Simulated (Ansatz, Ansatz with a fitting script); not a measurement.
Planning a run of Ansatz 0.2.0 on SiO2 (P3_221). The input:

```yaml
crystal:
  lattice:
    - [4.868961671, 0.0, 0.0]
    - [-2.4344808355, 4.2166444971, 0.0]
    - [0.0, 0.0, 5.3770463859]
  atoms:
    - { symbol: Si, position: [0.4640375417, 0.0, 0.6666666667] }
    - { symbol: Si, position: [0.0, 0.4640375417, 0.3333333333] }
    - { symbol: Si, position: [0.5359624583, 0.5359624583, 0.0] }
    - { symbol: O, position: [0.41067032, 0.2771983306, 0.7780634416] }
    - { symbol: O, position: [0.7228016694, 0.1334719894, 0.4447301082] }
    - { symbol: O, position: [0.8665280106, 0.58932968, 0.1113967749] }
    - { symbol: O, position: [0.2771983306, 0.41067032, 0.2219365584] }
    - { symbol: O, position: [0.1334719894, 0.7228016694, 0.5552698918] }
    - { symbol: O, position: [0.58932968, 0.8665280106, 0.8886032251] }
kpoints:
  mp_grid: { grid: [3, 3, 2] }
hamiltonian:
  xc: hse06
  dispersion: d3bj
scf:
  occupations: { method: fixed }
  n_extra_bands: 7
  lower_state_search: "off"
  convergence: { dr2_threshold: 1.0e-09 }
output:
  eigenvalues: true
basis:
  ecutwfc: 650
```

```sh
ansatz run input.yaml --threads 20 --pin off --max-ram 73728MiB --backend cpu --events-out ev --progress --plain --runs-dir out
```

**Question.** Estimate wall time and host memory on 20 threads of Arm Neoverse V2, shared host.

It took 24 s; on shared hardware allow 12 s to 49 s. Peak host memory was 1.7 GiB. The sizes that set the cost: 4133 plane waves a state, 6 irreducible k points and 13 SCF cycles.

Exact exchange couples every pair of k points and filled bands, so it costs far more than a semilocal run.

[Paths, hosts, dates, memory and timing lines, banners, echoed tables and standing remarks are left out of the program output.]

[Logs are printed without paths, hosts, clocks, repeated set-up lines and the standing remarks that a program may print on its own settings, such as how far it seeks lower states.]

[Runs of the session that timed out or met a known fault of the program may be left out.]

[Hosts, paths, dates, database ids (printed as entryN), source tags and the programs' standing remarks are cut or masked in the printed files.]
